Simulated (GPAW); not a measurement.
# Core-hole calculation of the As K edge in zinc-blende (AlAs)₁₋ₓ(InAs)ₓ at x = 0.25, part 2 of 3

What does the As K edge look like in zinc-blende (AlAs)₁₋ₓ(InAs)ₓ at x = 0.25?

GPAW 26.7.0; X-ray absorption from dipole matrix elements to empty bands, plane-wave PAW PBE.

So far. Step 3 (Ground state of the crystal): The mesh shows a gap of 1.20 eV. The excited electron is kept all the same, so that all members of the series, with or without a gap, are treated alike.

## (5) Spectrum with XCH, As atom 2

The holes are 8.1 Å apart. In GPAW the data set carries the hole's charge, so charge=0 means a charged cell and charge=-1 a neutral one. The excited electron is kept in the cell, where it fills the lowest empty states and screens the hole. After the field has converged, empty bands are computed with the density fixed and the dipole matrix elements are summed.

The absorber has 3 Al at 2.46 Å and 1 In at 2.60 Å (distorted tetrahedral).

xas.py

```python
import numpy as np
from ase import Atoms
from ase.parallel import parprint, paropen
from gpaw import GPAW, PW, FermiDirac, Mixer, MixerDif, setup_paths
from gpaw.test import gen
setup_paths.insert(0, '.')
gen('As', name='fch1s', xcname='PBE', corehole=(1, 0, 1), write_xml=True)
from gpaw.mpi import world
world.barrier()

atoms = Atoms('AlAsAlAsInAsAlAsAlAsAlAsAlAsInAs',
    cell=[[0, 5.76025, 5.76025],
     [5.76025, 0, 5.76025],
     [5.76025, 5.76025, 0]],
    scaled_positions=[[0.9997055, 0.9990678, 0.0016427],
     [0.1304318, 0.109591, 0.1305347],
     [0.9996554, 0.0022004, 0.4997581],
     [0.1253227, 0.1234404, 0.6269662],
     [0.0017836, 0.5002389, 0.0002153],
     [0.1307077, 0.629107, 0.1327164],
     [0.9987416, 0.4974537, 0.5020286],
     [0.1124126, 0.6373959, 0.6132465],
     [0.4997409, 0.001249, 0.0002392],
     [0.6251385, 0.1238648, 0.1263286],
     [0.5002377, 0.9998221, 0.5011713],
     [0.6303622, 0.1099054, 0.6308463],
     [0.4998934, 0.497905, 0.9994335],
     [0.6145909, 0.636397, 0.1111719],
     [0.4999477, 0.5005302, 0.498337],
     [0.6295169, 0.6297079, 0.630239]],
    pbc=True)
atoms.calc = calc = GPAW(legacy_gpaw=True, mode=PW(400, force_complex_dtype=True), xc='PBE', setups={1: 'fch1s'},
    kpts={'size': (3, 3, 3), 'gamma': True}, occupations=FermiDirac(0.04),
    charge=-1, mixer=Mixer(0.1, 5, 50), maxiter=150,
    convergence={'density': 0.0001, 'eigenstates': 1e-6}, txt='scf.txt')
energy = atoms.get_potential_energy() + calc.get_reference_energy()
ef = calc.get_fermi_level()
out = dict(energy=energy, fermi=ef, forces=atoms.get_forces().tolist())
parprint(f'all-electron energy {energy:.4f} eV, Fermi level {ef:.4f} eV')
ev = np.array([[calc.get_eigenvalues(k, s) for k in range(len(calc.get_ibz_k_points()))] for s in range(calc.get_number_of_spins())])
out['homo'], out['lumo'], out['counts'] = ev[ev < ef].max(), ev[ev > ef].min(), sorted(set((ev < ef).sum((0, 2)).tolist()))
out['filled'] = (ev[:, 0] < ef).sum(1).tolist()

from ase.units import Ha
from gpaw.xas import dipole_matrix_elements
nb = int(calc.get_number_of_electrons() / 2) + 195
top, nb = nb, nb + 8 + nb // 12
nscf = calc.fixed_density(kpts={'size': (4, 4, 4), 'gamma': True}, nbands=nb,
    convergence={'bands': top, 'eigenstates': 5e-3}, maxiter=60, txt='nscf.txt')
cell = atoms.cell.array
ops = [cell.T @ U.T @ np.linalg.inv(cell.T) for U in nscf.wfs.kd.symmetry.op_scc]
filled = [42]  # bands filled in the ground state, by spin
E = np.arange(-6, 30, 0.1)
fwhm = np.interp(E, [4, 25], [2.14, 3.5])
Y, X, zero, highest = 0, 0, 1e9, 1e9
for spin in range(nscf.get_number_of_spins()):
    wfs = nscf.wfs
    mine = wfs.bd.get_slice()  # this rank's bands
    A = dipole_matrix_elements(wfs.setups[1])
    eps = np.zeros((wfs.kd.nibzkpts, nb))
    d = np.zeros((3, A.shape[1], wfs.kd.nibzkpts, nb), complex)
    for kpt in wfs.kpt_u:
        if kpt.s == spin and 1 in kpt.P_ani:
            eps[kpt.k, mine] = kpt.eps_n * Ha
            d[:, :, kpt.k, mine] = (kpt.weight * wfs.nspins / 2) ** 0.5 * np.inner(A, kpt.P_ani[1])
    world.sum(eps)
    world.sum(d)
    T = np.einsum('amkn,bmkn->abkn', d, d.conj()).real
    T = sum(np.einsum('ai,ijkn,bj->abkn', R, T, R) for R in ops) / len(ops)
    empty = np.ones_like(eps, bool) & (np.arange(nb) >= filled[spin])
    zero, highest = min(zero, eps[empty].min()), min(highest, eps[:, top - 1].min())
    lines = [(eps, T, empty)] if spin == 0 else lines + [(eps, T, empty)]
for eps, T, empty in lines:
    f = np.einsum('aakn->akn', T).reshape(3, -1)
    x = eps.ravel() - zero
    w = np.interp(x, E, fwhm) / 2.35482
    g = np.exp(-0.5 * ((E[:, None] - x) / w) ** 2) / (w * (2 * np.pi) ** 0.5)
    Y = Y + (f * empty.ravel()) @ g.T
    X = X + (f * ~empty.ravel()) @ g.T
out.update(E=E.round(2).tolist(), xas=Y.tolist(), xes=X.tolist(), zero=zero, valid=highest - zero, nk=len(eps), nb=nb)
for i in range(0, len(E), 10):
    parprint(f'{E[i]:7.2f}', *(f'{v:10.3e}' for v in Y[:, i]))
import json
with paropen('out.json', 'w') as f:
    json.dump(out, f)
```

Launch:

```console
$ OMP_NUM_THREADS=1 mpirun -n 4 gpaw python xas.py
```

Numbers of over 12 decimals in the logs are rounded to 6 here.

The program printed:

```text
Input parameters:
  charge: -1
  convergence: {density: 0.0001,
                eigenstates: 1e-06}
  kpts: {gamma: True,
         size: (3, 3, 3)}
  maxiter: 150
  mixer: {backend: pulay,
          beta: 0.1,
          method: separate,
          nmaxold: 5,
          weight: 50}
  mode: {ecut: 400.0,
         force_complex_dtype: True,
         name: pw}
  occupations: {fixmagmom: False,
                name: fermi-dirac,
                width: 0.04}
  setups: {1: fch1s}
  xc: PBE

Initialize ...

[... PAW data sets ...]

Reference energy: -839683.563428  # eV

Spin-paired calculation

[... convergence settings ...]
Symmetries present (total): 1
  [... symmetry matrices ...]

27 k-points: 3 x 3 x 3 Monkhorst-Pack grid
14 k-points in the irreducible part of the Brillouin zone
       k-points in crystal coordinates                weights
   0:     0.00000000    0.00000000    0.00000000          1/27
   1:     0.00000000    0.00000000    0.33333333          2/27
   2:     0.00000000    0.33333333   -0.33333333          2/27
   3:     0.00000000    0.33333333    0.00000000          2/27
   4:     0.00000000    0.33333333    0.33333333          2/27
   5:     0.33333333   -0.33333333   -0.33333333          2/27
   6:     0.33333333   -0.33333333    0.00000000          2/27
   7:     0.33333333   -0.33333333    0.33333333          2/27
   8:     0.33333333    0.00000000   -0.33333333          2/27
   9:     0.33333333    0.00000000    0.00000000          2/27
          ...
  13:     0.33333333    0.33333333    0.33333333          2/27

Wave functions: Plane wave expansion
  Cutoff energy: 400.000 eV
  Number of coefficients (min, max): 6879, 6967
  Pulay-stress correction: 0.000000 eV/Ang^3 (de/decut=0.000000)
  Using FFTW library
  Wavefunction extrapolation:
    Improved wavefunction reuse through dual PAW basis

Occupation numbers: Fermi-Dirac:
  width: 0.0400  # eV

Eigensolver
   Davidson(niter=2)

Densities:
  Coarse grid: 40*40*40 grid
  Fine grid: 80*80*80 grid
  Total Charge: 0.000000

Density mixing:
  Method: separate
  Backend: pulay
  Linear mixing parameter: 0.1
  old densities: 5
  Width of damping distribution: 1.1
  Damping of long wavelength oscillations: 50

[... Hamiltonian set-up ...]
Number of atoms: 16
Number of atomic orbitals: 74
Number of bands in calculation: 55
Number of valence electrons: 85
Bands to converge: occupied

... initialized

Initializing position-dependent things.

Density initialized from atomic densities
Creating initial wave functions:
  55 bands from LCAO basis set

                         Al

                           Al

                                Al
                              As
                    Al            Al
                    As   In
                      As

             As            As

                   As
         Al
                    As
           As In

Atomic positions and initial magnetic moments

Positions:
   0 Al     5.764343    5.768016   11.513434    ( 0.0000,  0.0000,  0.0000)
   1 As     1.383184    1.503232    1.382591    ( 0.0000,  0.0000,  0.0000)
   2 Al     2.891406    8.636997    5.770940    ( 0.0000,  0.0000,  0.0000)
   3 As     4.322530    4.333372    1.432938    ( 0.0000,  0.0000,  0.0000)
   4 In     2.882741    0.011514    2.891775    ( 0.0000,  0.0000,  0.0000)
   5 As     4.388293    1.517389    4.376723    ( 0.0000,  0.0000,  0.0000)
   6 Al     5.757268    8.644812    8.618459    ( 0.0000,  0.0000,  0.0000)
[...]
13 As     4.306184    4.180575    7.206003    ( 0.0000,  0.0000,  0.0000)
  14 In     5.753725    5.750369    5.763003    ( 0.0000,  0.0000,  0.0000)
  15 As     7.257609    7.256509    7.253450    ( 0.0000,  0.0000,  0.0000)

Unit cell:
           periodic     x           y           z      points  spacing
  1. axis:    yes    0.000000    5.760250    5.760250    40     0.1663
  2. axis:    yes    5.760250    0.000000    5.760250    40     0.1663
  3. axis:    yes    5.760250    5.760250    0.000000    40     0.1663

  Lengths:   8.146224   8.146224   8.146224
  Angles:   60.000000  60.000000  60.000000

Effective grid spacing dv^(1/3) = 0.1814

iter:   1   -83.828755
iter:   2   -82.333557   -1.92  -0.94
iter:   3   -80.557991   -1.39  -1.00
iter:   4   -80.575355   -2.48  -1.24
iter:   5   -80.537841c  -2.69  -1.39
iter:   6   -80.519008   -2.76  -1.83
iter:   7   -80.505531c  -3.77  -2.17
iter:   8   -80.503261c  -4.10  -2.48
iter:   9   -80.502383c  -4.57  -2.74
iter:  10   -80.502336c  -5.78  -3.04
iter:  11   -80.502267c  -5.58  -3.10
iter:  12   -80.502275c  -6.14c -3.47
iter:  13   -80.502280c  -7.02c -3.71
iter:  14   -80.502273c  -6.93c -3.79
iter:  15   -80.502277c  -7.61c -4.04c

Converged after 15 iterations.

Dipole moment: (-29.823930, -27.285664, -29.845973) |e|*Ang

Energy contributions relative to reference atoms: (reference = -839683.563428)

Kinetic:       +187.481815
Potential:     -171.922680
External:        +0.000000
XC:             -96.563576
Entropy (-ST):   -0.012994
Local:           +0.508662
SIC:             +0.000000
--------------------------
Free energy:    -80.508774
Extrapolated:   -80.502277

Showing only first 2 kpts
 Kpt  Band  Eigenvalues  Occupancy
  0    40      4.47758    2.00000
  0    41      4.59279    2.00000
  0    42      5.27169    2.00000
  0    43      5.79132    1.99987

  1    40      4.20101    2.00000
  1    41      4.25904    2.00000
  1    42      6.03972    1.93723
[...]
Fermi level: 6.17690

No gap
No difference between direct/indirect transitions

Forces in eV/Ang:
  0 Al   -0.43567   -0.43664   -0.43180
  1 As   -0.25492    0.19950   -0.25937
  2 Al    0.43742    0.42940   -0.43910
  3 As   -0.00422    0.03487    0.06813
  4 In    0.55029   -0.52339    0.54973
  5 As    0.08606    0.05407    0.09363
  6 Al    0.02185   -0.02524   -0.01341
[...]
13 As    0.08088   -0.07695   -0.08503
 14 In    0.03407    0.04261    0.01634
 15 As    0.03401   -0.00728    0.03116
Scalar-relativistic atomic PBE calculation for As (Arsenic, Z=33)
Core hole in 1s state (1s occupation: 1.0)
600 radial gridpoints.
|------------------------------------------------|
|------------------------------------------------|
[... the atom generator's iteration count ...]

Energy contributions:
-------------------------
Kinetic:    +1851.248669
XC:           -73.531634
Potential:  -3600.166259
-------------------------
Total:      -1822.449223

state      eigenvalue         ekin         rmax
-----------------------------------------------
1s^1.0 :  -445.263957   560.000236        0.030
2s^2.0 :   -58.288052   111.893877        0.167
2p^6.0 :   -52.217924   110.227557        0.132
3s^2.0 :    -8.061247    26.339154        0.508
3p^6.0 :    -5.996830    24.149555        0.501
3d^10.0:    -2.360744    19.310469        0.452
4s^2.0 :    -0.971867     3.776914        1.511
4p^3.0 :    -0.567835     2.620394        1.753
-----------------------------------------------
(units: Bohr and Hartree)

Generating PAW setup
Kinetic energy of the core from tauc = 1855.494658136941
Cutoffs:
rc(s)=2.000
rc(p)=2.000
rc(d)=2.000
rc(vbar)=1.800
rc(comp)=2.000
rc(nct)=2.000

Kinetic energy of the core states: 1835.833659
Charge: 1.0
Core electrons: 27.0
Valence electrons: 5.0
Pseudo-core charge: 0.751850
Shape function alpha=2.500
Pseudo-electron charge 6.366203
state    eigenvalue         norm
--------------------------------
4s(2) :    -0.971867     1.258173
*s    :     0.028133
4p(3) :    -0.567835     1.032669
*p    :     0.432165
*d    :     0.000000
--------------------------------

Diagonalizing with gridspacing h=0.050

state   all-electron     PAW
-------------------------------
4s:      -0.971867    -0.972276
4p:      -0.567835    -0.568225
*d:                   -0.128592
*f:                   -0.019690
-------------------------------
all-electron energy -839764.0657 eV, Fermi level 6.1769 eV
[...]
27.00  8.722e-08  8.542e-08  8.731e-08
  28.00  7.574e-08  7.434e-08  7.582e-08
  29.00  7.120e-08  7.061e-08  7.119e-08
```

The job ended after 6.6 min (4 MPI ranks of Arm Neoverse V2, shared host; peak memory 0.79 GiB).

The As K spectrum, As atom 2, excited-electron core hole (neutral cell) (energy from the bottom of the conduction band, which holds the excited electron; intensity scaled to a mean of 1 over the first 20 eV):

```tsv
E (eV)	intensity
-2.00	0.00
-1.25	0.01
-0.50	0.08
0.25	0.30
1.00	0.67
1.75	0.99
2.50	1.13
3.25	1.27
4.00	1.39
4.75	1.36
5.50	1.33
6.25	1.36
7.00	1.31
7.75	1.18
8.50	1.06
9.25	0.95
10.00	0.84
10.75	0.81
11.50	0.86
12.25	0.92
13.00	0.93
13.75	0.88
14.50	0.84
15.25	0.85
16.00	0.91
16.75	0.94
17.50	0.93
18.25	0.91
19.00	0.90
19.75	0.91
20.50	0.91
21.25	0.91
22.00	0.91
22.75	0.95
23.50	1.00
24.25	1.03
25.00	1.02
25.75	0.96
26.50	0.86
27.25	0.76
28.00	0.69
```

Main maxima below 27 eV (height): 4.2 eV (1.39), 6.4 eV (1.37), 12.8 eV (0.94), 17.0 eV (0.94) and 24.6 eV (1.04). A K edge sees empty p states on the absorber.

The energy difference (zero at 11902 eV) isn't read as a photon energy: for so heavy an absorber the terms left out (the hole's spin, the functional's error) amount to tens of eV or more.

## (6) Cell without a hole, the energy reference

The absorbing element, whose data set is made anew, changes for the next run, so it gets a reference energy of its own.

scf.py

```python
import numpy as np
from ase import Atoms
from ase.parallel import parprint, paropen
from gpaw import GPAW, PW, FermiDirac, Mixer, MixerDif, setup_paths
from gpaw.test import gen
setup_paths.insert(0, '.')
gen('Al', name='nch1s', xcname='PBE', corehole=(1, 0, 0), write_xml=True)
from gpaw.mpi import world
world.barrier()

atoms = Atoms('AlAsAlAsInAsAlAsAlAsAlAsAlAsInAs',
    cell=[[0, 5.76025, 5.76025],
     [5.76025, 0, 5.76025],
     [5.76025, 5.76025, 0]],
    scaled_positions=[[0.9997055, 0.9990678, 0.0016427],
     [0.1304318, 0.109591, 0.1305347],
     [0.9996554, 0.0022004, 0.4997581],
     [0.1253227, 0.1234404, 0.6269662],
     [0.0017836, 0.5002389, 0.0002153],
     [0.1307077, 0.629107, 0.1327164],
     [0.9987416, 0.4974537, 0.5020286],
     [0.1124126, 0.6373959, 0.6132465],
     [0.4997409, 0.001249, 0.0002392],
     [0.6251385, 0.1238648, 0.1263286],
     [0.5002377, 0.9998221, 0.5011713],
     [0.6303622, 0.1099054, 0.6308463],
     [0.4998934, 0.497905, 0.9994335],
     [0.6145909, 0.636397, 0.1111719],
     [0.4999477, 0.5005302, 0.498337],
     [0.6295169, 0.6297079, 0.630239]],
    pbc=True)
atoms.calc = calc = GPAW(legacy_gpaw=True, mode=PW(400, force_complex_dtype=True), xc='PBE', setups={2: 'nch1s'},
    kpts={'size': (3, 3, 3), 'gamma': True}, occupations=FermiDirac(0.02),
    charge=0, mixer=Mixer(0.1, 5, 50), maxiter=150,
    convergence={'density': 0.0001, 'eigenstates': 1e-6}, txt='scf.txt')
energy = atoms.get_potential_energy() + calc.get_reference_energy()
ef = calc.get_fermi_level()
out = dict(energy=energy, fermi=ef, forces=atoms.get_forces().tolist())
parprint(f'all-electron energy {energy:.4f} eV, Fermi level {ef:.4f} eV')
ev = np.array([[calc.get_eigenvalues(k, s) for k in range(len(calc.get_ibz_k_points()))] for s in range(calc.get_number_of_spins())])
out['homo'], out['lumo'], out['counts'] = ev[ev < ef].max(), ev[ev > ef].min(), sorted(set((ev < ef).sum((0, 2)).tolist()))
out['filled'] = (ev[:, 0] < ef).sum(1).tolist()
import json
with paropen('out.json', 'w') as f:
    json.dump(out, f)
```

Launch:

```console
$ OMP_NUM_THREADS=1 mpirun -n 4 gpaw python scf.py
```

The program printed:

```text
Input parameters:
  convergence: {density: 0.0001,
                eigenstates: 1e-06}
  kpts: {gamma: True,
         size: (3, 3, 3)}
  maxiter: 150
  mixer: {backend: pulay,
          beta: 0.1,
          method: separate,
          nmaxold: 5,
          weight: 50}
  mode: {ecut: 400.0,
         force_complex_dtype: True,
         name: pw}
  occupations: {fixmagmom: False,
                name: fermi-dirac,
[...]
3s(2) :    -0.284901     1.047805
*s    :     0.715099
3p(1) :    -0.099662     0.998886
*p    :     0.900338
*d    :     0.000000
--------------------------------

Diagonalizing with gridspacing h=0.050

state   all-electron     PAW
-------------------------------
3s:      -0.284901    -0.284982
3p:      -0.099662    -0.099717
*d:                    0.026616
*f:                    0.063447
-------------------------------
all-electron energy -851666.4780 eV, Fermi level 5.0782 eV
[key lines of the parts left out:]
Converged after 17 iterations.
Dipole moment: (-28.848464, -26.493836, -28.870771) |e|*Ang
Free energy:    -71.310087
Fermi level: 5.07822
```

Wall time 47 s (4 MPI ranks); peak memory 0.34 GiB.

Reference energy: -851666.478 eV with the cores included.

(Continued in part 3 of 3.)

[Banner, clock and machine lines of the logs are left out without a mark of their own.]

[Logs are printed without paths, hosts, clocks, repeated set-up lines and the standing remarks that a program may print on its own settings, such as how far it seeks lower states.]

[Hosts, paths, dates, database ids (printed as entryN), source tags and the programs' standing remarks are cut or masked in the printed files.]

[Lists of maxima count a maximum above −3 eV only where it reaches 4 % of the highest in the window and stands out from its surroundings by 2 % of it (1.5 % where it reaches 55 %); shoulders and weaker maxima are passed over, and of the rest the first, up to two pre-edge ones and the few strongest are named.]
